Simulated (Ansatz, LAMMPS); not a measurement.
**Glassy 81GeO2-15Li2O-4Gd2O3 (mol %) (83 atoms): geometry optimisation**

How does glassy 81GeO2-15Li2O-4Gd2O3 (mol %) (83 atoms) relax, and what do bonds, charges and levels look like afterwards?

Calculated with Ansatz 0.2.0; Kohn-Sham DFT, PBE, PAW (set soft_2), plane waves.

This is a report of a sequence of runs, with most program output left out.

## (1) Starting point

The cell holds 83 atoms: 22 Ge, 8 Li, 2 Gd and 51 O. Its edges and angles: a = 10.565 Å, b = 10.565 Å, c = 10.565 Å, α = 90.0°, β = 90.0°, γ = 90.0°. 83 atoms (22 Ge, 8 Li, 2 Gd, 51 O) placed at random at 3.86 g/cm³, melted at 4000 K for 10 ps at fixed volume with the Morse and Coulomb pair potential with partial charges (Pedone, Malavasi, Menziani, Cormack and Segre, J. Phys. Chem. B 110, 11780 (2006)). Quenched from 4000 K to 300 K at 10 K/ps and fixed volume, held 10 ps at zero pressure.

Limits known from the start: The quench rate of 10 K/ps is orders of magnitude faster than experiment, which tends to freeze in extra defects. The starting topology of bonds comes from the classical model. Without a Hubbard term or exact exchange, open shells on Gd are likely too delocalised. Sampling is at Γ alone, for a cell whose shortest periodic width is 11 Å. Spin–orbit coupling is left out, which matters for the levels of the heavy elements.

## (2) Making the structure

A classical potential makes the cell, at a small fraction of what the same run would cost in DFT.

This step: classical MD, Morse and Coulomb pair potential with partial charges (Pedone, Malavasi, Menziani, Cormack and Segre, J. Phys. Chem. B 110, 11780 (2006)) (LAMMPS 22 Jul 2025 - Update 4).

in.lmp reads:

```
# melt-quench of Ge22Li8Gd2O51
units metal
atom_style charge
boundary p p p
region box block 0 10.6185 0 10.6185 0 10.6185
create_box 4 box
mass 1 72.6300   # Ge
mass 2 6.9400   # Li
mass 3 157.2500   # Gd
mass 4 15.9990   # O
create_atoms 1 random 22 587095 NULL overlap 1.5 maxtry 2000
create_atoms 2 random 8 587102 NULL overlap 1.5 maxtry 2000
create_atoms 3 random 2 587109 NULL overlap 1.5 maxtry 2000
create_atoms 4 random 51 587116 NULL overlap 1.5 maxtry 2000
pair_style hybrid/overlay pedone 5.5 coul/long 8.0
pair_coeff * * coul/long
pair_coeff 1 4 pedone 0.158118 2.294230 2.261313 5   # Ge-O
pair_coeff 2 4 pedone 0.001114 3.429506 2.681360 1   # Li-O
pair_coeff 3 4 pedone 0.000132 2.013000 4.351589 3   # Gd-O
pair_coeff 4 4 pedone 0.042395 1.379316 3.618701 22   # O-O
set type 1 charge 2.4
set type 2 charge 0.6
set type 3 charge 1.8
set type 4 charge -1.2
kspace_style pppm 1.0e-4
neigh_modify delay 0 every 1 check yes
thermo_style custom step time temp pe press density
thermo_modify norm yes
timestep 0.002
thermo 100
min_style cg
minimize 1e-4 1e-4 200 2000
reset_timestep 0
velocity all create 4000 587096 mom yes dist gaussian
# [... 11 lines left out ...]
fix md all nvt temp 4000 300 0.2
run 185000 post no
unfix md
thermo 1666
fix md all npt temp 300 300 0.2 iso 0 0 2
run 5000 post no
unfix md
write_dump all custom glass.dump id type xs ys zs modify sort id
```

The run is started by

```sh
lmp -in in.lmp -log none -nocite
```

It took 65 s on 1 thread of Arm Neoverse V2, shared host; peak memory 0.07 GiB.

## (3) Single point at the start

A single point comes first, to see the forces before anything moves.

input.yaml reads:

```yaml
crystal:
  lattice:
    - [10.56507, 0.0, 0.0]
    - [0.0, 10.56507, 0.0]
    - [0.0, 0.0, 10.56507]
  atoms:
    - { symbol: Ge, position: [0.13832, 0.60724, 0.67914] }
    - { symbol: Ge, position: [0.81497, 0.20861, 0.81014] }
    - { symbol: Ge, position: [0.93644, 0.70582, 0.23421] }
    - { symbol: Ge, position: [0.87196, 0.4535, 0.66763] }
    - { symbol: Ge, position: [0.80553, 0.41044, 0.30378] }
    - { symbol: Ge, position: [0.19098, 0.07261, 0.59653] }
    - { symbol: Ge, position: [0.33783, 0.82089, 0.05943] }
    - { symbol: Ge, position: [0.74838, 0.70592, 0.51354] }
[... 71 atom lines left out ...]
    - { symbol: O, position: [0.45163, 0.09716, 0.85848] }
    - { symbol: O, position: [0.07726, 0.17723, 0.51704] }
    - { symbol: O, position: [0.09826, 0.48016, 0.93289] }
    - { symbol: O, position: [0.99137, 0.09467, 0.25422] }
magnetization:
  spin_polarized: true
kpoints:
  mp_grid: { grid: [1, 1, 1] }
hamiltonian:
  xc: pbe
scf:
  occupations: { method: gaussian, width: 0.025 }
output:
  forces: true
  stress: true
  populations: true
  dos:
    method: { smearing: { sigma: 0.1 } }
    de: 0.1
    projected: { site_lists: { Gd: [Gd], Ge: [Ge], Li: [Li], O: [O] } }
  eigenvalues: true
```

The run is started by

```sh
ansatz run input.yaml --threads 4 --pin off --max-ram 8192MiB --backend cpu --events-out ev --progress --plain --runs-dir out
```

Wall time 57 s (4 threads of Arm Neoverse V2, shared host); peak memory 2.8 GiB; 3.7 min of CPU time.

The program notes that the stability of the SCF solution was not settled.

The run gave:

```yaml
free_energy: -143739.7283 eV
free_energy_per_atom: -1731.8040 eV/atom
scf_cycles: 21
pressure: 7.635 GPa
r_m_s_force_component: 1.225 eV/Å
longest_force: 4.107 eV/Å
fermi_energy: 5.336 eV
spacing_of_highest_filled_and_lowest_empty_level: 2.218 eV
absolute_moment: 14.05 μB
spilling_of_the_projection: 0.005206
```

The r.m.s. force component of 1.2 eV/Å and the pressure of 7.6 GPa set the starting point.

Neighbours are counted within 2.23 Å (O-Ge), 2.52 Å (O-Li), 3.07 Å (O-Gd).

Length of the force by element and coordination:

```
element  coordination  atoms  mean length of the force (eV/Å)  spread  least   most
     Gd           all      2                             1.10   0.529  0.569   1.63
     Ge           all     22                             2.11   0.905  0.762   3.70
     Ge             4     20                             2.10   0.922  0.762   3.70
     Ge             5      2                             2.27   0.696   1.57   2.96
     Li           all      8                            0.596   0.246  0.195  0.911
     Li             3      5                            0.557   0.257  0.195  0.903
     Li             4      3                            0.661   0.213  0.390  0.911
      O           all     51                             2.03   0.883  0.453   4.11
      O             2     30                             2.00   0.946  0.453   4.11
      O             3     17                             2.24   0.767  0.836   3.73
      O             4      4                             1.43   0.432  0.974   2.05
```

## (4) Relaxation

The atoms are relaxed in the fixed cell, aiming at the force tolerance of the input.

input.yaml, the sections that differ from step 3:

```yaml
output:
  forces: true
relax:
  f_tol: 0.03
  max_steps: 76
# crystal, magnetization, kpoints, hamiltonian, scf: as in step 3
```

It took 4.7 min on 4 threads; peak memory 2.8 GiB.

The steps of the relaxation:

```
step  energy less that of the first step (eV)  largest force component (eV/Å)
   1                                   0.0000                          3.5927
   2                                  -5.6714                          2.0166
   3                                  -8.5016                          0.6270
   4                                  -9.2333                          0.5272
   5                                  -9.5743                          0.3326
   6                                  -9.7240                          0.2915
   7                                  -9.8266                          0.2282
   8                                  -9.8660                          0.2704
   9                                  -9.9108                          0.1513
  10                                  -9.7538                          0.3629
  11                                  -9.9311                          0.0560
  12                                  -9.9332                          0.0460
  13                                  -9.9352                          0.0218
```

Relaxation step 10 was tried and not accepted.

The atoms that moved most (Å):

```
atom      dx      dy      dz  length
 O55  -0.754   0.253  -0.076   0.799
 O33   0.150  -0.601   0.172   0.643
 O38  -0.341  -0.134   0.468   0.594
 O75   0.103  -0.322  -0.419   0.539
Li29   0.200  -0.375   0.304   0.523
 O70  -0.202   0.220  -0.410   0.508
 O41   0.033  -0.421   0.252   0.492
 O59  -0.194   0.005   0.445   0.485
```

The relaxation changed the energy by -120 meV/atom, and atoms moved by 0.32 Å r.m.s., 0.80 Å at most.

## (5) Distances and neighbours after relaxation

Bonds before and after, by the cutoffs listed below:

```
pair  bonds before  bonds after  mean before (Å)  mean after (Å)  spread before (Å)  spread after (Å)
O-Ge            90           90            1.736           1.792              0.057             0.043
O-Li            27           30            2.071           2.029              0.154             0.136
O-Gd            10           11            2.307           2.319              0.152             0.163
```

Density 3.92 g/cm³, 14.21 Å³ an atom.

Pair distribution functions g(r), in bins of 0.2 Å:

```
r (Å)  total   O-O  O-Ge  O-Li  O-Gd  Ge-Ge  Ge-Li
 1.70   2.67  0.00  8.20  0.00  0.00   0.00   0.00
 1.90   1.71  0.00  3.56  4.70  0.00   0.00   0.00
 2.10   0.37  0.00  0.00  2.65  1.95   0.00   0.00
 2.30   0.32  0.00  0.07  1.13  5.38   0.00   0.00
 2.50   0.21  0.33  0.00  0.00  1.56   0.00   0.00
 2.70   0.59  1.36  0.00  0.17  0.62   0.00   0.70
 2.90   1.60  3.89  0.05  0.14  0.00   0.00   1.93
 3.10   1.11  1.83  0.26  0.46  0.00   1.58   2.20
 3.30   1.20  0.91  0.50  1.16  0.00   4.28   3.88
 3.50   0.86  0.80  0.81  0.94  0.37   1.29   0.66
 3.70   0.95  0.76  1.04  1.25  2.00   0.00   0.59
 3.90   0.97  0.68  1.54  1.06  0.59   0.00   0.52
 4.10   1.00  0.49  1.38  1.91  1.12   0.69   1.12
 4.30   1.18  0.84  1.54  1.31  1.51   0.84   1.16
 4.50   1.16  0.64  2.00  1.14  0.67   0.58   1.06
 4.70   1.01  0.73  1.31  1.00  1.67   1.50   0.36
 4.90   0.95  1.09  0.65  1.11  1.16   1.46   1.00
 5.10   0.97  1.07  0.69  0.80  2.67   1.63   0.62
```

Bonds by pair of elements; cutoffs follow the first minimum of g(r), held within bounds set by covalent radii, and pairs that aren't listed don't count as bonded:

```
pair A-B  cutoff (Å)  bonds  mean length (Å)  spread (Å)  shortest (Å)  B about A  A about B
    O-Ge        2.17     90             1.79       0.043          1.72       1.76       4.09
    O-Li        2.48     30             2.03       0.136          1.81      0.588       3.75
    O-Gd        3.07     11             2.32       0.163          2.15      0.216        5.5
```

How many atoms have how many bonded neighbours:

```
element  mean   2   3   4  5  6
     Gd   5.5   0   0   0  1  1
     Ge  4.09   0   0  20  2  0
     Li  3.75   0   3   4  1  0
      O  2.57  26  21   4  0  0
```

Bond angles, per cent of each kind in bins of 5°:

```
angle (°)  O-Ge-O  Ge-O-Li  O-Li-O  Ge-O-Ge  O-Gd-O
    65–70     0.0      0.0     0.0      0.0     4.0
    70–75     0.0      0.0     4.7      0.0     4.0
    75–80     0.0      0.0     7.0      0.0    12.0
    80–85     1.4      2.3     2.3      0.0     8.0
    85–90     2.9      9.3     9.3      0.0     8.0
    90–95     3.6      7.0     4.7      0.0    16.0
   95–100     8.6      9.3     7.0      0.0    12.0
  100–105    12.9      7.0     9.3      0.0     0.0
  105–110    25.7      4.7     7.0      0.0     4.0
  110–115    23.6      9.3     9.3      0.0     0.0
  115–120    15.0     16.3     7.0      5.1     4.0
  120–125     2.1     16.3     4.7     12.8     8.0
  125–130     1.4      7.0     4.7     25.6     4.0
  130–135     0.7      0.0     4.7     12.8     0.0
  135–140     0.0     11.6     9.3     15.4     4.0
  140–145     0.7      0.0     4.7     12.8     0.0
  145–150     0.0      0.0     2.3      7.7     4.0
  150–155     0.0      0.0     0.0      5.1     0.0
  155–160     0.0      0.0     0.0      0.0     0.0
  160–165     0.0      0.0     0.0      2.6     0.0
  165–170     0.7      0.0     2.3      0.0     8.0
  170–175     0.7      0.0     0.0      0.0     0.0
```

Bond angles (no mean is given where the spread exceeds 20°):

```
  angle  count  mean (°)  spread (°)
 O-Ge-O    140       109        11.8
Ge-O-Li     43       112        15.7
 O-Li-O     43         -           -
Ge-O-Ge     39       134        10.3
 O-Gd-O     25         -           -
```

Oxygen atoms by the number of network formers (Si, P, Ge, B, Al, As, Ga) bound to them:

```
network formers bound to O  O atoms  per cent
                         0        0         0
                         1       12      23.5
                         2       39      76.5
```

Network units: each former by its oxygen neighbours and how many of them bridge to another former:

```
former  O neighbours  bridging O  atoms
    Ge             4           2      2
    Ge             4           3      8
    Ge             4           4     10
    Ge             5           5      2
```

Bond length by coordination (bonds to H left out):

```
element  coordination  atoms  mean bond length (Å)
     Gd             5      1                  2.28
     Gd             6      1                  2.35
     Ge             4     20                  1.78
     Ge             5      2                  1.87
     Li             3      3                  1.94
     Li             4      4                  2.06
     Li             5      1                  2.10
      O             2     26                  1.79
      O             3     21                  1.93
      O             4      4                  2.04
```

Rings of the network by King's shortest-path rule, up to 12 atoms, one path for each pair of neighbours; H, halogens, alkali and alkaline-earth atoms are left out, and the last column divides by all other atoms, bonded or not:

```
ring size (atoms)  rings  per network atom
                4      1             0.013
                6      2             0.027
                8      9              0.12
               10     13             0.173
               12     11             0.147
```

Counting bonds as in the table, 50 % of Gd atoms have 5 and as many 6, 91 % of Ge atoms have 4, 50 % of Li atoms have 4 and 51 % of O atoms have 2 bonded neighbours. The O-Ge-O angle averages 109° with a spread of 12°. Counting bonds to Ge alone, not to Gd, 76 % of the oxygens join two of these atoms and 24 % one. The commonest Ge unit has 4 oxygens, 4 of them shared with other formers (10 of 22 atoms). Rings of 10 atoms are the most common (36 % of those counted); sizes run from 4 to 12, where the search stops.

(Part 1 of 2 ends here.)

[Logs are printed without paths, hosts, clocks, repeated set-up lines and the standing remarks that a program may print on its own settings, such as how far it seeks lower states.]

[Hosts, paths, dates, database ids (printed as entryN), source tags and the programs' standing remarks are cut or masked in the printed files.]
